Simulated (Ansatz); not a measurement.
## K3BrCl2 (P-3m1):V_Br, thermodynamic levels from a 54-atom cell

Charge states of V_Br in K3BrCl2 (P-3m1), set against the band edges. Model: a cell of 54 host atoms with 1 Br taken out.

Main program and level: Ansatz 0.2.0; place-levels on PBEsol runs: charge-transition levels and formation energies with image-charge correction and potential alignment at the atomic sites.

This is a report of a sequence of runs, with most program output left out.

## Step 1: The structure

The cell holds 53 atoms: 27 K, 8 Br and 18 Cl. Cell: a = 13.448 Å, b = 13.448 Å, c = 11.001 Å, α = 90.0°, β = 90.0°, γ = 120.0°. It derives from K3BrCl2 (space group P-3m1). Nearest the centre at fractional (0.333, 0.333, 0.000): K9 at 3.24 Å, K20 at 3.24 Å, K27 at 3.24 Å, K3 at 3.24 Å, K26 at 3.24 Å, K2 at 3.24 Å, Br33 at 4.48 Å, Br22 at 4.48 Å.

Coordinates:

```xyz
53
Lattice="13.4481 0.0000 0.0000 -6.7240 11.6464 0.0000 0.0000 0.0000 11.0008" Properties=species:S:1:pos:R:3 pbc="T T T"
K     0.0000    0.0000    5.5004
K     0.0000    2.5881    1.9516
K     2.2413    1.2940    9.0493
Br    0.0000    0.0000    0.0000
Cl    0.0000    2.5881    7.2760
Cl    2.2413    1.2940    3.7249
K    -2.2413    3.8821    5.5004
K    -2.2413    6.4702    1.9516
K     0.0000    5.1762    9.0493
Br   -2.2413    3.8821    0.0000
Cl   -2.2413    6.4702    7.2760
Cl    0.0000    5.1762    3.7249
K    -4.4827    7.7643    5.5004
K    -4.4827   10.3524    1.9516
K    -2.2413    9.0583    9.0493
Br   -4.4827    7.7643    0.0000
Cl   -4.4827   10.3524    7.2760
Cl   -2.2413    9.0583    3.7249
K     4.4827    0.0000    5.5004
K     4.4827    2.5881    1.9516
K     6.7240    1.2940    9.0493
Br    4.4827    0.0000    0.0000
Cl    4.4827    2.5881    7.2760
Cl    6.7240    1.2940    3.7249
K     2.2413    3.8821    5.5004
K     2.2413    6.4702    1.9516
K     4.4827    5.1762    9.0493
Cl    2.2413    6.4702    7.2760
Cl    4.4827    5.1762    3.7249
K     0.0000    7.7643    5.5004
K     0.0000   10.3524    1.9516
K     2.2413    9.0583    9.0493
Br    0.0000    7.7643    0.0000
Cl    0.0000   10.3524    7.2760
Cl    2.2413    9.0583    3.7249
K     8.9654    0.0000    5.5004
K     8.9654    2.5881    1.9516
K    11.2067    1.2940    9.0493
Br    8.9654    0.0000    0.0000
Cl    8.9654    2.5881    7.2760
Cl   11.2067    1.2940    3.7249
K     6.7240    3.8821    5.5004
K     6.7240    6.4702    1.9516
K     8.9654    5.1762    9.0493
Br    6.7240    3.8821    0.0000
Cl    6.7240    6.4702    7.2760
Cl    8.9654    5.1762    3.7249
K     4.4827    7.7643    5.5004
K     4.4827   10.3524    1.9516
K     6.7240    9.0583    9.0493
Br    4.4827    7.7643    0.0000
Cl    4.4827   10.3524    7.2760
Cl    6.7240    9.0583    3.7249
```

Screening for the image-charge correction: ε∞ = 2.47, ε0 = 5.30, from a response run on this crystal (DFPT, PBEsol) at that run's own cell.

The cell's shortest repeat is 11.0 Å.

## Step 2: The runs of each charge state

Levels follow from differences of total energies between charge states, each relaxed by itself.

Random displacements of about 0.05 Å break the site symmetry at the start, so that the relaxation can reach a distorted minimum if there is one. Forces are taken at one point at (¼, ¼, ¼). The cell holds 1 electron more than the neutral one, with a uniform background that keeps it neutral on the whole.

The sampling was tested on the host first: at the k-points planned (1x1x1 shifted 0.25 0.25 0.25) its energy lies 0.000 eV an atom from the dense-mesh value, under the bound of 0.02 eV set for this test; that bounds the host's error, not the defect's.

One state's input; the others differ in charge, spin, start and seed, and in occupations where the table says so.

qm1.relax/input.yaml reads:

```yaml
crystal:
  lattice:
    - [4.48269932, 3.0e-08, 0.0]
    - [-2.24134968, 3.88213147, 0.0]
    - [0.0, 0.0, 11.00083486]
  atoms:
    - { symbol: K, position: [0.0, 0.0, 0.5] }
    - { symbol: K, position: [0.33333333, 0.66666667, 0.17740122] }
    - { symbol: K, position: [0.66666667, 0.33333333, 0.82259878] }
    - { symbol: Br, position: [0.0, 0.0, 0.0] }
    - { symbol: Cl, position: [0.33333333, 0.66666667, 0.6614024] }
    - { symbol: Cl, position: [0.66666667, 0.33333333, 0.3385976] }
  supercell: [3, 3, 1]
  defects: [{ vacancy: 27 }]
total_charge: -1
basis:
  ecutwfc: 420
  xc_grid: 2
hamiltonian:
  xc: pbesol
kpoints:
  mp_grid: { grid: [1, 1, 1], shift: [0.25, 0.25, 0.25] }
scf:
  occupations: { method: fixed }
  max_iter: 80
output:
  forces: true
  charged_corrections: { epsilon: 2.47, static_epsilon: 5.3 }
relax:
  f_tol: 0.02
  max_steps: 80
  random_displacement: { amplitude: 0.05, seed: 895 }
checkpoint:
  write: "../qm1.relax.run"
  compress: false
  write_wavefunctions: true
  write_every: 100000
```

Launch:

```sh
$ ansatz run input.yaml --threads 4 --pin off --max-ram 14131MiB --backend cpu --events-out ev --progress --plain --runs-dir out
```

The relaxed structure is kept and the sampling changed to a 2×2×2 shifted mesh.

The run of this state that the levels use, under PBEsol:

qm1.point/input.yaml reads:

```yaml
crystal:
  checkpoint: "../qm1.relax.run"
  host: checkpoint
total_charge: -1
basis:
  ecutwfc: 420
  xc_grid: 2
hamiltonian:
  xc: pbesol
kpoints:
  mp_grid: { grid: [2, 2, 2], shift: [0.5, 0.5, 0.5] }
scf:
  occupations: { method: fermi_dirac, width: 0.01 }
  max_iter: 80
output:
  forces: true
  eigenvalues: true
  charged_corrections:
    epsilon: 2.47
    static_epsilon: 5.3
    defect_position: [0.333333, 0.333333, 0.0]
  eigenstates: { localisation: true }
  populations: true
  band_densities: [{ bands: [v1, v1] }, { bands: [c1, c1] }]
  write_density: true
  write_potential: true
  volumetric_format: npy
checkpoint:
  read: "../qm1.relax.run"
  write: "../qm1.point.run"
  compress: false
  write_wavefunctions: false
  write_every: 100000
```

Relaxations under PBEsol at one point at (¼, ¼, ¼); times on 4 threads of Arm Neoverse V1, shared host:

```tsv
charge	moment (μB)	occupations	outcome	steps	largest displacement against the far atoms (Å)	time
−1	0	fixed	converged	4	0.13	89 s
0	1	fixed	converged	3	0.01	2.3 min
+1	0	fixed	converged	4	0.22	86 s
−1	2	fixed	converged	3	0.03	2.4 min
```

Single points under PBEsol at a 2×2×2 shifted mesh; times on 4 threads of Arm Neoverse V1, shared host:

```tsv
charge	moment (μB)	occupations	outcome	time
−1	0	fermi-dirac	converged	2.8 min
0	1	fermi-dirac	converged	5.9 min
+1	0	fermi-dirac	converged	2.6 min
−1	2	fermi-dirac	converged	6.2 min
```

Distances (Å) from the ideal centre to the nearest atoms after relaxation with PBEsol:

```tsv
charge	moment (μB)	1.	2.	3.	4.	5.	6.
−1	0	K 3.11	K 3.11	K 3.11	K 3.11	K 3.11	K 3.13
−1	2	K 3.21	K 3.22	K 3.22	K 3.22	K 3.24	K 3.25
0	1	K 3.23	K 3.23	K 3.23	K 3.23	K 3.23	K 3.23
+1	0	K 3.46	K 3.46	K 3.46	K 3.46	K 3.46	K 3.46
```

## Step 3: place-levels, PBEsol

A charged cell interacts with its images and the background, and its potential has another zero than the host's. place-levels removes the first by a point-charge model, screened by the static dielectric constant since the ions have relaxed around the charge, and the second by comparing potentials at atoms far from the defect.

The host is a run of the defect-free crystal in the same cutoffs, grids and k-points, so that basis and sampling errors cancel in part in the differences. The host is run in a cell of 6 atoms on a matching mesh. Its band edges are searched through the zone by a band path, so the gap is smaller than, or equal to, that on the mesh. Chemical potentials are energies per atom of Br (solid Br2 (Cmce)), run with the same functional and cutoff.

levels.point.yaml reads:

```yaml
host:
  run: host.point.run
states: [qm1.point.run, q0_M1.point.run, qp1.point.run, qm1_M2.point.run]
geometry_from:
  qm1.point.run: qm1.relax.run
  q0_M1.point.run: q0_M1.relax.run
  qp1.point.run: qp1.relax.run
  qm1_M2.point.run: qm1_M2.relax.run
  host.point.run: host.relax.run
chemical_potentials:
  Br:
    energy: -2736.47272
    dataset: "<sha256 of the dataset>"
epsilon: 2.47
static_epsilon: 5.3
vertical:
  - { from: qm1.point.run, to: qm1.point_neutral.run }
  - { from: qp1.point.run, to: qp1.point_neutral.run }
  - { from: qm1_M2.point.run, to: qm1_M2.point_neutral.run }
```

Launch:

```sh
$ ansatz place-levels levels.point.yaml -- --threads 4 --pin off --max-ram 14131MiB
```

It took 0.46 s on 4 threads of Arm Neoverse V1, shared host.

Under PBEsol the gap is 4.54 eV, (+1/0) 3.73, (0/−1) 4.73 (outside the gap) (with band filling) eV.

Levels between the charges placed, in eV above the valence top:

```tsv
	gap (eV)	(+1/0)	(0/−1)
PBEsol	4.54	3.73	4.73
```

Corrections by state:

```tsv
charge	moment (μB)	image terms and alignment (eV)	band filling (eV)	ε used	over the lowest of its charge, as the program ranks them, band filling apart (eV)
+1	0.0	0.184	-	5.30	0.000
0	1.0	0.000	-	-	0.000
−1	0.0	0.398	-0.054	5.30	0.000
−1	2.0	0.355	-	5.30	0.505
```

The charged structures listed were also run neutral, and place-levels reads from each pair, by the potential or the spins, how wide the charge is by which they differ; that can be the carrier of either run.

```tsv
charge	rms radius (Å)	spread where it is widest against the cell (Å)	wide from (Å)	reading
+1	2.5	1.49	2.02	narrow
−1	3.6	2.04	1.91	wide
```

The neutral runs of these pairs need not share the spin of the lowest neutral state, and very wide values only mean spread over the cell.

From the program's caveats on the states, each cut to its opening words:

- charge +1: its displacements don't fall off away from the defect: farther atoms stand 0.03 Å off the host's places
- charge −1: it parts from the run at its places by a charge that spreads by about 2 Å along one vector (1.9 Å or more is wide), by its potential at epsilon 2.47, taken for [...]
- charge −1: a band-filling correction moves a carrier to the host's band edge, which changes its energy by -0.054 eV
- charge −1: its displacements don't fall off away from the defect: farther atoms stand 0.015 Å off the host's places
- charge −1 (2 μB): it parts from the run at its places by a charge that spreads by about 5.3 Å along one vector (1.9 Å or more is wide), by its potential at epsilon 2.47, taken [...]
- charge −1 (2 μB): its moments are held at its close (magnetization.spin_locking), by a field of 0.288 eV a Bohr magneton, and its energy and levels are of the state that this [...]

Chemical potentials of the elements' reference phases, run alike. Formation energy by charge state (elemental references; gap 4.54 eV):

```tsv
charge	at valence top (eV)	at conduction bottom (eV)	correction included (eV)
+1	0.18	4.72	0.18
0	3.91	3.91	0.00
−1	8.63	4.09	0.34
```

```tsv
Fermi level (eV)	lowest formation energy (eV)
0.00	0.18
0.41	0.59
0.82	1.00
1.24	1.41
1.65	1.83
2.06	2.24
2.48	2.66
2.89	3.07
3.30	3.48
3.72	3.89
4.13	3.91
4.54	3.91
```

## Step 4: The same at the relaxations' own k-points

The relaxations' own energies give the levels at their sampling, for comparison.

levels.relax_mesh.yaml reads:

```yaml
host:
  run: host.relax.run
states: [qm1.relax.run, q0_M1.relax.run, qp1.relax.run, qm1_M2.relax.run]
chemical_potentials:
  Br:
    energy: -2736.47272
    dataset: "<sha256 of the dataset>"
```

Launch:

```sh
$ ansatz place-levels levels.relax_mesh.yaml -- --threads 4 --pin off --max-ram 14131MiB
```

Run time: 0.14 s. Hardware: 4 threads.

Levels between neighbouring charges, in eV above the valence top:

```tsv
	gap (eV)	(+1/0)	(0/−1)
one point at (¼, ¼, ¼)	4.54	3.76	4.68
a 2×2×2 shifted mesh	4.54	3.73	4.73
```

Going from one point at (¼, ¼, ¼) to a 2×2×2 shifted mesh moves the levels that carry no band-filling term by up to 0.02 eV and formation energies against the elements by up to 0.03 eV; band-filling terms, which differ between samplings, are in these energies.

## Step 5: Levels against the band edges, r2SCAN

r2SCAN on the same structure is run to see how far the result rests on the functional, though not on the errors that semilocal functionals share; the sampling changes too, to one point at (¼, ¼, ¼), so differences hold both changes.

qm1.r2scan/input.yaml reads:

```yaml
crystal:
  checkpoint: "../qm1.relax.run"
  host: checkpoint
total_charge: -1
basis:
  ecutwfc: 500
  xc_grid: 2
hamiltonian:
  xc: r2scan
kpoints:
  mp_grid: { grid: [1, 1, 1], shift: [0.25, 0.25, 0.25] }
scf:
  occupations: { method: fermi_dirac, width: 0.01 }
  max_iter: 80
output:
  forces: true
  eigenvalues: true
  charged_corrections:
    epsilon: 2.47
    static_epsilon: 5.3
    defect_position: [0.333333, 0.333333, 0.0]
checkpoint:
  write: "../qm1.r2scan.run"
  compress: false
  write_wavefunctions: false
  write_every: 100000
```

The job ended after 55 s (4 threads; peak memory 3.5 GiB; 3.5 min of CPU time).

levels.r2scan.yaml reads:

```yaml
host:
  run: host.r2scan.run
  levels_from: { run: edges.r2scan.run }
states: [qm1.r2scan.run, q0_M1.r2scan.run, qp1.r2scan.run, qm1_M2.r2scan.run]
geometry_from:
  qm1.r2scan.run: qm1.relax.run
  q0_M1.r2scan.run: q0_M1.relax.run
  qp1.r2scan.run: qp1.relax.run
  qm1_M2.r2scan.run: qm1_M2.relax.run
  host.r2scan.run: host.relax.run
chemical_potentials:
  Br:
    energy: -2792.85859
    dataset: "<sha256 of the dataset>"
```

Launch:

```sh
$ ansatz place-levels levels.r2scan.yaml -- --threads 4 --pin off --max-ram 14131MiB
```

It took 0.27 s on 4 threads.

Under r2SCAN the gap is 5.31 eV, (+1/0) 4.02, (0/−1) 5.46 (outside the gap) (with band filling) eV.

## Step 6: Cost and result

Levels between neighbouring charges, in eV above each run's own valence top:

```tsv
	gap (eV)	(+1/0)	(0/−1)	CPU time a state at this stage (restarts are quicker than cold starts)
PBEsol, 2×2×2 shifted mesh	4.54	3.73	4.73	16 min
r2SCAN on PBEsol structures, (¼, ¼, ¼)	5.31	4.02	5.46	8.3 min
```

## Step 7: Outcome

| Property | Result |
| --- | --- |
| gap of the host | 4.54 eV (PBEsol) |
| level (plus 1/0) | 3.73 eV above the valence top |
| level (0/minus 1) | 4.73 eV above the valence top, past the conduction bottom (4.78 eV above the valence top without the band-filling term) |
| lowest of the charges placed, just above the valence top (0.02 eV) | +1 |
| lowest of the charges placed, just below the conduction bottom (0.02 eV) | 0 |
| lowest formation energy at mid-gap of the charges run, elemental references | 2.45 eV |

Of the charges placed (−1, 0 and +1), the lowest changes at 3.73 eV (+1/0) above the valence top, in a gap of 4.54 eV. Charges above +1 were not placed, so these runs say nothing of levels that involve them. States placed: +1 at 0 μB; 0 at 1 μB; −1 at 0 μB and 2 μB. Other spin states or structures, where not listed, weren't placed. The program finds carriers beyond a band edge of the host and adds a band-filling term at charge −1 (-0.05 eV); steps to such a charge show no bound level, and a defect level inside a band would be read the same way. Going from one point at (¼, ¼, ¼) to a 2×2×2 shifted mesh moves the levels that carry no band-filling term by up to 0.02 eV and formation energies against the elements by up to 0.03 eV; band-filling terms, which differ between samplings, are in these energies. Limits: PBEsol makes the gap too small and tends to spread out bound carriers; where a gas molecule sets a chemical potential or the host's formation energy, its binding is uncorrected.

[Logs are printed without paths, hosts, clocks, repeated set-up lines and the standing remarks that a program may print on its own settings, such as how far it seeks lower states.]

[Hosts, paths, dates, database ids (printed as entryN), source tags and the programs' standing remarks are cut or masked in the printed files.]

[Where a table of states has a column of steps, it counts the stored structures, which are thinned; the runs took as many ionic steps or more.]

[A defect's name tells the site on which it was built; relaxed atoms can leave that site.]

[For some hosts the program warned that the k-mesh of the response run may be too coarse for force constants and the static dielectric constant; such warnings are not shown here.]
